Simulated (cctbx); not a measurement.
**Accept or mend?**

Cell a = 9.8010 Å, b = 9.8010 Å, c = 5.8300 Å, α = 90.00°, β = 90.00°, γ = 120.00°; space group P6_3 (no. 173).

The data are simulated with cctbx, not measured: synchrotron X-rays, λ = 0.4959 Å, to d = 0.84 Å, 95 % of the full sphere, strongest reflection 40000 counts, noise from counting, a 6 % proportional error and a noise floor of 2 counts (s.d.); no absorption.

An anisotropic refinement with weights 1/σ² prints:

```text
Rint 0.047, 579 unique reflections to 0.84 A
cycle     R1     wR2    GooF  max shift (A)
   1  0.0192  0.0710   2.310   0.00532
   2  0.0157  0.0529   1.723   0.00004
final R1 0.0157 wR2 0.0529 GooF 1.723  parameters 33  data/parameter 17.5
atom        x        y        z      Ueq    occ   su(xyz)  su(Uiso or U11)
Tb1    0.22438  0.35280  0.75746   0.0063  1.000  0.00006  0.0002
Ge1    0.66667  0.33333  0.82400   0.0113  1.000  0.00019  0.0004
S1     0.73970  0.89710  0.21044   0.0154  1.000  0.00032  0.0008
S2     0.09839  0.51809  0.47693   0.0134  1.000  0.00031  0.0009
S3     0.33333  0.66667  0.94646   0.0105  1.000  0.00050  0.0008
difference map: max 3.60 min -0.43 rms 0.18
Q1    0.0000  0.0000  0.1883    2    3.64  2.23 A from S1
Q2    0.1339  0.7660  0.8000    6    0.94  0.28 A from Tb1
Q3    0.0385  0.9112  0.2763    6    0.54  1.19 A from S1
Q4    0.1044  0.5982  0.8263    6    0.54  1.68 A from Tb1
Q5    0.0967  0.5853  0.3388    6    0.51  1.05 A from S2
Q6    0.0087  0.2059  0.6725    6    0.46  0.98 A from S1
```

**Question.** Can this result stand? If not, what is the likely fault?

Mend it. The fault: an atom left out, Li at (0, 0, 0.6933). Against the right model at the same level, R1 goes from 0.0106 to 0.0157 and GooF from 0.91 to 1.72 and the top difference peak, 3.6 e/Å³, lies 2.23 Å from S1. Q1 is the missing atom. With scattering power missing, scale and phases suffer, so peaks may also grow on the heavy atoms.

The compound is LiTb3GeS7. The right model at the same level gives:

```text
Rint 0.047, 579 unique reflections to 0.84 A
cycle     R1     wR2    GooF  max shift (A)
   1  0.0156  0.0526   1.717   0.00549
   4  0.0106  0.0280   0.914   0.00048
final R1 0.0106 wR2 0.0280 GooF 0.914  parameters 36  data/parameter 16.1
atom        x        y        z      Ueq    occ   su(xyz)  su(Uiso or U11)
Tb1    0.22441  0.35287  0.75749   0.0066  1.000  0.00003  0.0001
Ge1    0.66667  0.33333  0.82390   0.0115  1.000  0.00010  0.0002
S1     0.73950  0.89691  0.21021   0.0161  1.000  0.00018  0.0004
S2     0.09839  0.51827  0.47694   0.0132  1.000  0.00017  0.0005
S3     0.33333  0.66667  0.94649   0.0115  1.000  0.00027  0.0004
Li1    0.00000  0.00000  0.68535   0.0148  1.000  0.00202  0.0028
Flack x: 0.03(2)
Hooft y: 0.007(25)  Bijvoet pairs: 259
difference map: max 0.33 min -0.35 rms 0.10
Q1    0.0764  0.4007  0.6662    6    0.34  1.53 A from S2
Q2    0.0298  0.9196  0.2636    6    0.32  1.07 A from Li1
Q3    0.0964  0.6655  0.2700    6    0.32  1.74 A from S1
Q4    0.0164  0.2063  0.6704    6    0.31  1.05 A from S1
Q5    0.0679  0.2697  0.2640    6    0.29  0.98 A from S1
Q6    0.1422  0.6378  0.8243    6    0.29  1.47 A from Tb1
```

This is a model crystal, built by substitution and not relaxed, with assumed displacement parameters.

[Middle refinement cycles are left out of these outputs.]

[Logs are printed without paths, hosts, clocks, repeated set-up lines and the standing remarks that a program may print on its own settings, such as how far it seeks lower states.]
